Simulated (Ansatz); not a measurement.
## Cu wire along [110], 8 atoms a period: bands by functional and under strain

Aim: is the Cu wire along [110], 8 atoms a period a metal or a semiconductor?

Method: DFT PBE, plane waves, PAW; relaxation of a wire's period, in the first sound run; inputs show where later runs differ, in Ansatz 0.2.0.

## (1) The starting structure

The cell holds 8 atoms: 8 Cu. Cell: a = 12.245 Å, b = 11.934 Å, c = 2.567 Å, α = 90.0°, β = 90.0°, γ = 90.0°. Vacuum lies along a and b. The structure's axis is c.

## (2) Relaxation of atoms and period

Band widths follow the bond lengths, so the wire is relaxed first. The atoms and the third cell vector are free; the box across stays fixed as vacuum. A Fermi-Dirac smearing is set since the result may be a metal. The pressure printed is a third of the stress's trace over the whole box, vacuum included; only the stress along the axis is relaxed.

Contents of input.yaml:

```yaml
crystal:
  lattice:
    - [12.245, 0.0, 0.0]
    - [0.0, 11.934, 0.0]
    - [0.0, 0.0, 2.5667976157]
  atoms:
    - { symbol: Cu, position: [0.425888118, 0.392441663, 0.0] }
    - { symbol: Cu, position: [0.722335647, 0.392441663, 0.0] }
    - { symbol: Cu, position: [0.277664353, 0.499983041, 0.5] }
    - { symbol: Cu, position: [0.574111882, 0.284900285, 0.5] }
    - { symbol: Cu, position: [0.574111882, 0.499983041, 0.5] }
    - { symbol: Cu, position: [0.574111882, 0.715065798, 0.5] }
    - { symbol: Cu, position: [0.425888118, 0.60752442, 0.0] }
    - { symbol: Cu, position: [0.722335647, 0.60752442, 0.0] }
kpoints:
  mp_grid: { grid: [1, 1, 32] }
scf:
  occupations: { method: fermi_dirac, width: 0.05 }
hamiltonian:
  xc: pbe
relax:
  cell: { fix: [a, b, alpha, beta, gamma] }
  max_steps: 60
```

Command:

```sh
> ansatz run input.yaml --threads 8 --pin off --max-ram 16384MiB --backend cpu --events-out ev --progress --plain --runs-dir out
```

Numbers of over 12 decimals in the logs are rounded to 6 here.

The log of the run:

```text
Engine: ansatz 0.2.0, x86_64-unknown-linux-gnu
Pseudopotentials: kind: paw
Pseudopotential: Cu, paw, valence charge 19, recommended cutoff 420 eV (normal), Cu.paw.azcp
Functional definition: PBE
  parameter kappa = 0.804
  parameter beta = 0.066725
  exchange = pbe_x(kappa = kappa, mu = beta*pi^2/3)
  correlation = pbe_c(beta = beta)
Crystal: 8 atoms, lattice volume = 375.091 Å³
Basis set: ecut = 420 eV, 7375 PW (Γ), exchange–correlation on 180×160×36 points (8 copies of the dense FFT grid, shifted against one another)
Bands: 92, of which v1, the nominal top of the filled ones, is band 76 counted from 1 (75 counted from 0)
Symmetry: 4 space group operations
Space group: Pmm2 (ITA 25), of the structure as read, at distance tolerance 7.2e-5 Å
k-points: 17 of 32
Non-local potential: Cu, projectors of the file, l = 0: 3, l = 1: 2, l = 2: 3, l = 3: 1
PAW form: soft (Blöchl's): semilocal exchange-correlation on the pseudo side does not see the compensation charge
PAW one-centre angular grid: Cu, 590 points (default); XC on 64 Gauss nodes
Initial density: superposition of atomic densities (neutral atoms: chi_scale 0, normalization atom), corrected by the library's trained network
Initial wavefunctions: pseudopotential atomic-orbital guess
Functional: x = pbe(κ = 0.804, μ = 0.219515), c = pbe(β = 0.066725)
SCF iter   1: F=—  HF=-52995.922602 eV  |F-HF|=—  |Δ(HF+E_count)|=         —  Δρ=2.22e-3  dr2=3.50e-2  ethr=1.77e-3  ⟨swp⟩=7.2  Hψ=6350  notcnv=0  defer=38
preconditioner: auto → LDOS  [metal: Δε(μ)=0.101 eV  Ē_g=6.844 eV  σ=0.050 eV  W_gap=0.44  n_scr=68 (ndim 8)  ℏωp=18.0 eV  f_vac=0.645  D(μ)=2.14/eV (n_scr^D=8)  β→1.0]
SCF iter   2: F=—  HF=-52995.944697 eV  |F-HF|=—  |Δ(HF+E_count)|=   2.21e-2  Δρ=5.10e-3  dr2=7.00e-2  ethr=2.30e-5  ⟨swp⟩=2.7  Hψ=3264  notcnv=0  defer=153
SCF iter   3: F=—  HF=-52995.935908 eV  |F-HF|=—  |Δ(HF+E_count)|=   8.79e-3  Δρ=3.52e-3  dr2=2.70e-2  ethr=2.30e-5  ⟨swp⟩=2.0  Hψ=2822  notcnv=0  defer=153
SCF iter   4: F=—  HF=-52995.930220 eV  |F-HF|=—  |Δ(HF+E_count)|=   5.69e-3  Δρ=7.38e-4  dr2=1.52e-3  ethr=1.78e-5  ⟨swp⟩=2.0  Hψ=2229  notcnv=0  defer=153
SCF iter   5: F=—  HF=-52995.929894 eV  |F-HF|=—  |Δ(HF+E_count)|=   3.26e-4  Δρ=3.09e-4  dr2=2.31e-4  ethr=1.00e-6  ⟨swp⟩=2.0  Hψ=2662  notcnv=0  defer=153
SCF iter   6: F=—  HF=-52995.929860 eV  |F-HF|=—  |Δ(HF+E_count)|=   3.40e-5  Δρ=7.31e-5  dr2=1.87e-5  ethr=1.52e-7  ⟨swp⟩=2.0  Hψ=2123  notcnv=0  defer=153
SCF iter   7: F=—  HF=-52995.930055 eV  |F-HF|=—  |Δ(HF+E_count)|=   1.95e-4  Δρ=6.27e-5  dr2=1.09e-5  ethr=1.23e-8  ⟨swp⟩=2.0  Hψ=2179  notcnv=0  defer=153
SCF iter   8: F=—  HF=-52995.930055 eV  |F-HF|=—  |Δ(HF+E_count)|=   8.01e-7  Δρ=1.87e-5  dr2=1.12e-6  ethr=7.19e-9  ⟨swp⟩=2.0  Hψ=2034  notcnv=0  defer=153
SCF iter   9: F=-52995.930055 eV  HF=-52995.930055 eV  |F-HF|=5.36e-8  |Δ(HF+E_count)|=   2.22e-7  Δρ=4.39e-6  dr2=6.18e-8  ethr=6.58e-11  ⟨swp⟩=3.6  Hψ=6114  notcnv=0
SCF 1 converged in 9 iterations: F = -52995.930055 eV  dr2 = 6.18e-8
  greatest PAW one-centre occupation: 1.000 electrons in one spin orbital (limit 2), on the Cu atom at site 2 (counted from 0), in its partial waves of l = 0
relax step   1: F+E_penalty+E_count = -52995.93005493 eV  Δ(F+E_penalty+E_count) = +0.000e0 eV  max|allowed force component| = 6.533e-1 eV/Å  Δτ_max = 0.0000 Å  P = -1.920 GPa  Ω = 375.091 Å³  fix = [a, b, alpha, beta, gamma]  reactions: a -1.753, b -1.364 GPa  (9 SCF iters, dr2 threshold 1.00e-7 eV, accepted)
Crystal: 8 atoms, lattice volume = 369.419 Å³
Basis set: ecut = 420 eV, 7247 PW (Γ), exchange–correlation on 180×160×36 points (8 copies of the dense FFT grid, shifted against one another)
Initial density: handed on by an earlier stage of this run
Initial wavefunctions: those handed on with the density
iter 1 solved again at ethr=5.75e-5 eV; its pass at ethr=3.10e-3 eV (dr2=8.74e-2 eV) is discarded
SCF iter   1: F=—  HF=-52996.105538 eV  |F-HF|=—  |Δ(HF+E_count)|=         —  Δρ=6.27e-3  dr2=8.83e-2  ethr=5.75e-5  ⟨swp⟩=3.2  Hψ=7450  notcnv=0
preconditioner: auto → LDOS  [insulator: Δε(μ)=0.119 eV  Ē_g=6.970 eV  σ=0.050 eV  W_gap=0.53  n_scr=68 (ndim 8)  ℏωp=18.1 eV  f_vac=0.649  D(μ)=2.30/eV (n_scr^D=12)  ε∞_Penn≈7.8  β→1.0]
SCF iter   2: F=—  HF=-52996.193874 eV  |F-HF|=—  |Δ(HF+E_count)|=   8.83e-2  Δρ=1.52e-2  dr2=4.83e-1  ethr=5.75e-5  ⟨swp⟩=3.1  Hψ=3489  notcnv=0  recentre
SCF iter   3: F=—  HF=-52996.090074 eV  |F-HF|=—  |Δ(HF+E_count)|=   1.04e-1  Δρ=2.94e-3  dr2=1.88e-2  ethr=5.75e-5  ⟨swp⟩=2.4  Hψ=3166  notcnv=0  defer=160
SCF iter   4: F=—  HF=-52996.085999 eV  |F-HF|=—  |Δ(HF+E_count)|=   4.08e-3  Δρ=7.42e-4  dr2=1.18e-3  ethr=1.24e-5  ⟨swp⟩=2.0  Hψ=2197  notcnv=0  defer=160
SCF iter   5: F=—  HF=-52996.085782 eV  |F-HF|=—  |Δ(HF+E_count)|=   2.17e-4  Δρ=2.02e-4  dr2=7.19e-5  ethr=7.73e-7  ⟨swp⟩=2.1  Hψ=2142  notcnv=0  defer=160
SCF iter   6: F=—  HF=-52996.086000 eV  |F-HF|=—  |Δ(HF+E_count)|=   2.18e-4  Δρ=4.71e-5  dr2=4.97e-6  ethr=4.73e-8  ⟨swp⟩=2.0  Hψ=2225  notcnv=0  defer=160
SCF iter   7: F=—  HF=-52996.086005 eV  |F-HF|=—  |Δ(HF+E_count)|=   5.33e-6  Δρ=4.27e-5  dr2=4.40e-6  ethr=5.26e-10  ⟨swp⟩=5.0  Hψ=6205  notcnv=0
SCF iter   8: F=-52996.086005 eV  HF=-52996.086005 eV  |F-HF|=9.92e-8  |Δ(HF+E_count)|=   5.47e-7  Δρ=7.45e-6  dr2=1.98e-7  ethr=5.26e-10  ⟨swp⟩=3.0  Hψ=5707  notcnv=0
SCF 2 converged in 8 iterations: F = -52996.086005 eV  dr2 = 1.98e-7
relax step   2: F+E_penalty+E_count = -52996.08600468 eV  Δ(F+E_penalty+E_count) = -1.559e-1 eV  max|allowed force component| = 3.655e-1 eV/Å  Δτ_max = 0.0634 Å  P = -0.994 GPa  Ω = 369.419 Å³  energy of the carried Pulay correction = +1.072e-3 eV  fix = [a, b, alpha, beta, gamma]  reactions: a -0.901, b -0.672 GPa  (8 SCF iters, dr2 threshold 8.00e-7 eV, accepted)
Crystal: 8 atoms, lattice volume = 362.382 Å³
Basis set: ecut = 420 eV, 7055 PW (Γ), exchange–correlation on 180×160×36 points (8 copies of the dense FFT grid, shifted against one another)
iter 1 solved again at ethr=8.18e-5 eV; its pass at ethr=3.10e-3 eV (dr2=1.24e-1 eV) is discarded
SCF iter   1: F=—  HF=-52996.167065 eV  |F-HF|=—  |Δ(HF+E_count)|=         —  Δρ=7.56e-3  dr2=1.26e-1  ethr=8.18e-5  ⟨swp⟩=2.9  Hψ=7510  notcnv=0
preconditioner: auto → LDOS  [insulator: Δε(μ)=0.131 eV  Ē_g=7.155 eV  σ=0.050 eV  W_gap=0.57  n_scr=68 (ndim 8)  ℏωp=18.3 eV  f_vac=0.653  D(μ)=2.51/eV (n_scr^D=12)  ε∞_Penn≈7.5  β→1.0]
SCF iter   2: F=—  HF=-52996.272442 eV  |F-HF|=—  |Δ(HF+E_count)|=   1.05e-1  Δρ=1.70e-2  dr2=5.93e-1  ethr=8.18e-5  ⟨swp⟩=3.1  Hψ=3637  notcnv=0  recentre
SCF iter   3: F=—  HF=-52996.145332 eV  |F-HF|=—  |Δ(HF+E_count)|=   1.27e-1  Δρ=3.52e-3  dr2=2.63e-2  ethr=8.18e-5  ⟨swp⟩=2.5  Hψ=3155  notcnv=0  defer=162
SCF iter   4: F=—  HF=-52996.139781 eV  |F-HF|=—  |Δ(HF+E_count)|=   5.55e-3  Δρ=1.00e-3  dr2=2.21e-3  ethr=1.73e-5  ⟨swp⟩=2.0  Hψ=2236  notcnv=0  defer=162
SCF iter   5: F=—  HF=-52996.139393 eV  |F-HF|=—  |Δ(HF+E_count)|=   3.87e-4  Δρ=2.41e-4  dr2=1.04e-4  ethr=1.45e-6  ⟨swp⟩=2.2  Hψ=2137  notcnv=0  defer=162
SCF iter   6: F=—  HF=-52996.139672 eV  |F-HF|=—  |Δ(HF+E_count)|=   2.79e-4  Δρ=7.76e-5  dr2=1.37e-5  ethr=6.83e-8  ⟨swp⟩=2.1  Hψ=2320  notcnv=0  defer=162
SCF iter   7: F=—  HF=-52996.139677 eV  |F-HF|=—  |Δ(HF+E_count)|=   5.52e-6  Δρ=5.13e-5  dr2=6.52e-6  ethr=9.01e-9  ⟨swp⟩=2.0  Hψ=2649  notcnv=0  defer=162
SCF iter   8: F=-52996.139676 eV  HF=-52996.139677 eV  |F-HF|=4.81e-7  |Δ(HF+E_count)|=   5.27e-7  Δρ=1.36e-5  dr2=6.16e-7  ethr=5.26e-10  ⟨swp⟩=3.5  Hψ=6275  notcnv=0
SCF 3 converged in 8 iterations: F = -52996.139676 eV  dr2 = 6.16e-7
  greatest PAW one-centre occupation: 1.000 electrons in one spin orbital (limit 2), on the Cu atom at site 1 (counted from 0), in its partial waves of l = 0
relax step   3: F+E_penalty+E_count = -52996.13967645 eV  Δ(F+E_penalty+E_count) = -5.367e-2 eV  max|allowed force component| = 7.949e-2 eV/Å  Δτ_max = 0.0781 Å  P = +0.202 GPa  Ω = 362.382 Å³  energy of the carried Pulay correction = +2.426e-3 eV  fix = [a, b, alpha, beta, gamma]  reactions: a +0.153, b +0.126 GPa  (8 SCF iters, dr2 threshold 8.00e-7 eV, accepted)
[...]
relax step   4: F+E_penalty+E_count = -52996.12625286 eV  Δ(F+E_penalty+E_count) = +1.342e-2 eV  max|allowed force component| = 1.993e-1 eV/Å  Δτ_max = 0.1045 Å  P = -0.261 GPa  Ω = 363.412 Å³  energy of the carried Pulay correction = +2.226e-3 eV  fix = [a, b, alpha, beta, gamma]  (9 SCF iters, dr2 threshold 3.95e-7 eV, rejected (line search))
[...]
relax step   5: F+E_penalty+E_count = -52996.14253134 eV  Δ(F+E_penalty+E_count) = -2.855e-3 eV  max|allowed force component| = 4.457e-3 eV/Å  Δτ_max = 0.0164 Å  P = -0.043 GPa  Ω = 363.547 Å³  energy of the carried Pulay correction = +2.200e-3 eV  fix = [a, b, alpha, beta, gamma]  reactions: a -0.055, b -0.076 GPa  (14 SCF iters, accepted)
Initial wavefunctions: pseudopotential atomic-orbital guess (no wavefunctions were taken with the density)
iter 1 solved again at ethr=3.53e-6 eV; its pass at ethr=3.10e-3 eV (dr2=5.37e-3 eV) is discarded
SCF iter   1: F=—  HF=-52996.139348 eV  |F-HF|=—  |Δ(HF+E_count)|=         —  Δρ=6.10e-5  dr2=2.08e-6  ethr=3.53e-6  ⟨swp⟩=3.3  Hψ=10769  notcnv=0
eigensolver tolerance schedule: the retry pair's looser diagonalisation over-reported the residual by 2585.53 of it (diagonalisation noise at an unbounded share of the residual, at the tolerance the schedule requests for it); recorded, not acted on — ethr = c·dr2/N_el stays at c = 1.0e-1
preconditioner: auto → LDOS  [insulator: Δε(μ)=0.136 eV  Ē_g=7.183 eV  σ=0.050 eV  W_gap=0.59  n_scr=68 (ndim 8)  ℏωp=18.3 eV  f_vac=0.653  D(μ)=2.38/eV (n_scr^D=12)  ε∞_Penn≈7.5  β→1.0]
SCF iter   2: F=—  HF=-52996.139555 eV  |F-HF|=—  |Δ(HF+E_count)|=   2.08e-4  Δρ=1.65e-4  dr2=5.76e-5  ethr=1.37e-9  ⟨swp⟩=3.0  Hψ=3601  notcnv=0
SCF iter   3: F=—  HF=-52996.139553 eV  |F-HF|=—  |Δ(HF+E_count)|=   2.34e-6  Δρ=1.62e-4  dr2=5.27e-5  ethr=1.37e-9  ⟨swp⟩=3.0  Hψ=3584  notcnv=0
SCF iter   4: F=—  HF=-52996.139543 eV  |F-HF|=—  |Δ(HF+E_count)|=   1.02e-5  Δρ=5.90e-5  dr2=7.18e-6  ethr=1.37e-9  ⟨swp⟩=2.3  Hψ=2870  notcnv=0
SCF iter   5: F=—  HF=-52996.139541 eV  |F-HF|=—  |Δ(HF+E_count)|=   1.46e-6  Δρ=1.33e-5  dr2=3.70e-7  ethr=1.37e-9  ⟨swp⟩=2.0  Hψ=2710  notcnv=0
SCF iter   6: F=—  HF=-52996.139541 eV  |F-HF|=—  |Δ(HF+E_count)|=   8.38e-8  Δρ=2.09e-6  dr2=1.12e-8  ethr=2.43e-10  ⟨swp⟩=2.0  Hψ=2250  notcnv=0
SCF iter   7: F=—  HF=-52996.139541 eV  |F-HF|=—  |Δ(HF+E_count)|=  6.48e-10  Δρ=5.76e-7  dr2=7.78e-10  ethr=7.35e-12  ⟨swp⟩=2.0  Hψ=2839  notcnv=0
SCF iter   8: F=—  HF=-52996.139541 eV  |F-HF|=—  |Δ(HF+E_count)|=  1.53e-10  Δρ=2.40e-7  dr2=1.53e-10  ethr=1.00e-12  ⟨swp⟩=2.0  Hψ=2278  notcnv=0
SCF iter   9: F=-52996.139541 eV  HF=-52996.139541 eV  |F-HF|=1.67e-10  |Δ(HF+E_count)|=  1.46e-11  Δρ=6.61e-8  dr2=1.29e-11  ethr=1.00e-12  ⟨swp⟩=4.9  Hψ=5186  notcnv=0
SCF 6 converged in 9 iterations: F = -52996.139541 eV  dr2 = 1.29e-11
relax step   6: F+E_penalty+E_count = -52996.13954101 eV  Δ(F+E_penalty+E_count) = +2.990e-3 eV  max|allowed force component| = 4.657e-3 eV/Å  Δτ_max = 0.0000 Å  P = -0.033 GPa  Ω = 363.547 Å³  fix = [a, b, alpha, beta, gamma]  reactions: a -0.048, b -0.071 GPa  stress off target by 1.93e-2 GPa on what of the cell is left free  SCF on the basis re-selected at this cell (its energy is not comparable with the rows above)  (9 SCF iters)
basis re-selected at this cell: Δ(F+E_penalty+E_count) = +2.990e-3 eV, ΔP = +0.010 GPa vs the last step (what re-selecting the basis moved, of the pressure what is left beyond the Pulay correction that the steps carried, after the strain that the cell walked since its last selection, with what the two solves' SCF thresholds leave and, on support functions, any second-order correction that the steps lacked; it is no m [...]
SCF converged after 9 iterations
Free energy (F): -52996.139541 eV
Harris-Foulkes:  -52996.139541 eV  (|F-HF|=1.67e-10)
Internal energy: -52996.119648 eV  (E = F + TS)
E sigma→0 (E₀):  -52996.129594 eV
Entropy (-TS):   -0.019893 eV (-2.487 meV/atom)
Fermi energy:    1.082420 eV
--- Per-component energies (eV) ---
  E_band       = -5200.809726
  E_kinetic    = 2398.512622
  E_local      = -128652.907788  (includes V_loc(G=0)·N_el)
  E_nonlocal   = 3145.321786
  E_hartree    = 61239.741101
  E_xc         = -706.312104
  E_vxc        = -910.406352  (∫ρ·V_xc dr)
  E_paw        = -13327.868653  (= ΣΔE_a)
  E_vpaw       = -3660.815017  (= ΣTr[D̂ρ^β])
  E_aug_tail   = 0.002296  (compensation charges beyond the density's cutoff)
  E_ewald      = 22907.391093
  E_smearing   = -0.019893  (= −TS)
  E_closure    = -0.000000  (closes the sum)
  Σ components = -52996.139541   (vs F -52996.139541, Δ=0.00e0)
--- Forces (eV/Å), atoms counted from 1 ---
  atom   1  Cu    -0.00018707    -0.00417814     0.00000000
  atom   2  Cu    -0.00132176     0.00314867     0.00000000
  atom   3  Cu    -0.00465728     0.00000000     0.00000000
  atom   4  Cu     0.00172685     0.00003466     0.00000000
  atom   5  Cu     0.00422150     0.00000000     0.00000000
  atom   6  Cu     0.00172685    -0.00003466     0.00000000
  atom   7  Cu    -0.00018707     0.00417814     0.00000000
  atom   8  Cu    -0.00132176    -0.00314867     0.00000000
  max |Σ_I F_I| component: 2.64e-7 eV/Å
--- Stress (GPa, compression-positive) ---
       -0.048347       0.000000       0.000000
        0.000000      -0.070666       0.000000
        0.000000       0.000000       0.019339
  P = ⅓ Tr σ = -0.0332 GPa (-0.332 kbar)
--- Relaxed structure (5 steps of the walk, 4 accepted, 1 SCFs on fresh bases) ---
  F+E_penalty+E_count = -52996.13954101 eV   max|allowed force component| = 4.657e-3 eV/Å   (the final SCF, on the basis selected at the relaxed cell)
  cell:  # Å, volume = 363.5473 Å³
    - [12.245, 0.0, 0.0]
    - [0.0, 11.934, 0.0]
    - [0.0, 0.0, 2.487803]
  atoms:
    - { symbol: Cu, position: [0.425775, 0.389591, 0.0] }
    - { symbol: Cu, position: [0.717479, 0.394620, 0.0] }
    - { symbol: Cu, position: [0.289323, 0.499983, 0.500000] }
    - { symbol: Cu, position: [0.573711, 0.290116, 0.500000] }
    - { symbol: Cu, position: [0.573194, 0.499983, 0.500000] }
    - { symbol: Cu, position: [0.573711, 0.709850, 0.500000] }
    - { symbol: Cu, position: [0.425775, 0.610375, 0.0] }
    - { symbol: Cu, position: [0.717479, 0.605347, 0.0] }
```

Run time: 1.7 min. Hardware: 8 threads of Intel Xeon at 2.50GHz (Skylake/Cascade Lake), shared host; peak memory 1.7 GiB; 12 min of CPU time.

The steps of the relaxation:

```csv
step,energy less that of the first step (eV),largest force component (eV/Å),pressure (GPa),volume (Å³)
1,0.0000,0.6533,-1.92,375.09
2,-0.1560,0.3655,-0.99,369.42
3,-0.2096,0.0795,0.20,362.38
4,-0.1962,0.1993,-0.26,363.41
5,-0.2125,0.0045,-0.04,363.55
6*,-0.2095,0.0047,-0.03,363.55
```

Relaxation steps marked * repeat the geometry before them on a plane-wave basis chosen anew for their cell, so energy and pressure can jump there. Relaxation step 4 was tried and not accepted.

The run keeps the 4 symmetry operations that it works with, so distortions that break them were not tested.

```csv
cell as run,before,after,change
c (Å),2.567,2.488,-3.1 %
```

The atoms that moved most (Å, along periodic axes as changes of fractional coordinates times the final cell, across vacuum about the mean position):

```csv
atom,dx,dy,dz,length
Cu3,0.143,0.000,0.000,0.143
Cu8,-0.059,-0.026,0.000,0.065
Cu2,-0.059,0.026,0.000,0.065
Cu6,-0.005,-0.062,0.000,0.062
Cu4,-0.005,0.062,0.000,0.062
Cu1,-0.001,-0.034,0.000,0.034
Cu7,-0.001,0.034,0.000,0.034
Cu5,-0.011,0.000,0.000,0.011
```

Final coordinates:

```cif
data_structure
_symmetry_space_group_name_H-M 'P 1'
_symmetry_Int_Tables_number 1
_cell_length_a 12.2450
_cell_length_b 11.9340
_cell_length_c 2.4878
_cell_angle_alpha 90.000
_cell_angle_beta 90.000
_cell_angle_gamma 90.000
_cell_volume 363.55
loop_
_atom_site_label
_atom_site_type_symbol
_atom_site_fract_x
_atom_site_fract_y
_atom_site_fract_z
_atom_site_occupancy
Cu1 Cu 0.42578 0.38959 0.00000 1
Cu2 Cu 0.71748 0.39462 0.00000 1
Cu3 Cu 0.28932 0.49998 0.50000 1
Cu4 Cu 0.57371 0.29012 0.50000 1
Cu5 Cu 0.57319 0.49998 0.50000 1
Cu6 Cu 0.57371 0.70985 0.50000 1
Cu7 Cu 0.42578 0.61038 0.00000 1
Cu8 Cu 0.71748 0.60535 0.00000 1
```

Numbers from this step:

* energy at zero smearing: -52996.1296 eV
* cell length along the wire: 2.488 Å

The cell's length comes to 2.488 Å with spin left out.

[end of part 1 of 3]

[Logs are printed without paths, hosts, clocks, repeated set-up lines and the standing remarks that a program may print on its own settings, such as how far it seeks lower states.]

[Hosts, paths, dates, database ids (printed as entryN), source tags and the programs' standing remarks are cut or masked in the printed files.]
